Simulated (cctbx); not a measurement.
**Accept or mend?**

Cell a = 9.3620 Å, b = 9.3620 Å, c = 9.3620 Å, α = 90.00°, β = 90.00°, γ = 90.00°; space group Fd-3m (no. 227, origin choice 1).

The data are simulated with cctbx, not measured: Mo Kα, λ = 0.71073 Å, to d = 0.84 Å, 70 % of the full sphere, strongest reflection 70000 counts, noise from counting, a 2 % proportional error and a noise floor of 15 counts (s.d.); no absorption.

An anisotropic refinement with weights 1/σ² prints:

```text
Rint 0.017, 50 unique reflections to 0.84 A
cycle     R1     wR2    GooF  max shift (A)
   1  0.0254  0.0581  10.249   0.00114
   2  0.0128  0.0268   4.731   0.00000
final R1 0.0128 wR2 0.0268 GooF 4.731  parameters 6  data/parameter 8.3
atom        x        y        z      Ueq    occ   su(xyz)  su(Uiso or U11)
W1     0.25000  0.75000  0.25000   0.0082  1.000  0.00000  0.0003
Sc1    0.37500  0.12500  0.37500   0.0156  1.000  0.00000  0.0005
O1     0.35434  0.35434  0.35434   0.0190  1.000  0.00034  0.0012
difference map: max 0.34 min -0.89 rms 0.15
Q1    0.0407  0.0407  0.5407   32    0.34  0.66 A from W1
Q2    0.0000  0.0000  0.4266   48    0.27  0.69 A from W1
Q3    0.0416  0.0416  0.9584   32    0.19  1.02 A from O1
Q4    0.0567  0.0567  0.0567   32    0.16  1.11 A from Sc1
Q5    0.0127  0.1650  0.1650   96    0.14  1.18 A from Sc1
Q6    0.0662  0.0662  0.3320   96    0.13  1.07 A from O1
```

**Question.** Can this result stand? If not, what is the likely fault?

Mend it. The fault: wrong element: W1 is Pb. Against the right model at the same level, R1 goes from 0.0030 to 0.0128 and GooF from 0.93 to 4.73, U of Sc1 swells from 0.0114 to 0.0156 Å², U of O1 swells from 0.0144 to 0.0190 Å² and a hole of -0.9 e/Å³ opens. W1 has 8 electrons too few and its U shrinks to make up, as expected.

The compound is Sc2PbO4. The right model at the same level gives:

```text
Rint 0.017, 50 unique reflections to 0.84 A
cycle     R1     wR2    GooF  max shift (A)
   1  0.0030  0.0053   0.932   0.00007
final R1 0.0030 wR2 0.0052 GooF 0.925  parameters 6  data/parameter 8.3
atom        x        y        z      Ueq    occ   su(xyz)  su(Uiso or U11)
Pb1    0.25000  0.75000  0.25000   0.0085  1.000  0.00000  0.0001
Sc1    0.37500  0.12500  0.37500   0.0114  1.000  0.00000  0.0001
O1     0.35427  0.35427  0.35427   0.0144  1.000  0.00007  0.0002
difference map: max 0.16 min -0.16 rms 0.04
Q1    0.0608  0.0608  0.0608   32    0.16  1.04 A from Sc1
Q2    0.0473  0.0473  0.9527   32    0.11  0.92 A from O1
Q3    0.0508  0.0508  0.5508   32    0.10  0.82 A from Pb1
Q4    0.0570  0.0570  0.6548   96    0.07  1.63 A from Pb1
Q5    0.0510  0.0510  0.8154   96    0.06  1.03 A from O1
Q6    0.9904  0.1575  0.3425   96    0.06  1.46 A from O1
```

Isotropic U is held between 0.0001 and 1 Å² by the program, and listed peak heights are interpolated, so they can pass the grid's maximum.

The model was made for the exercise: a known structure type with other elements put in, its volume estimated, not relaxed; displacement parameters are assumed.

[Middle refinement cycles are left out of these outputs.]

[Logs are printed without paths, hosts, clocks, repeated set-up lines and the standing remarks that a program may print on its own settings, such as how far it seeks lower states.]
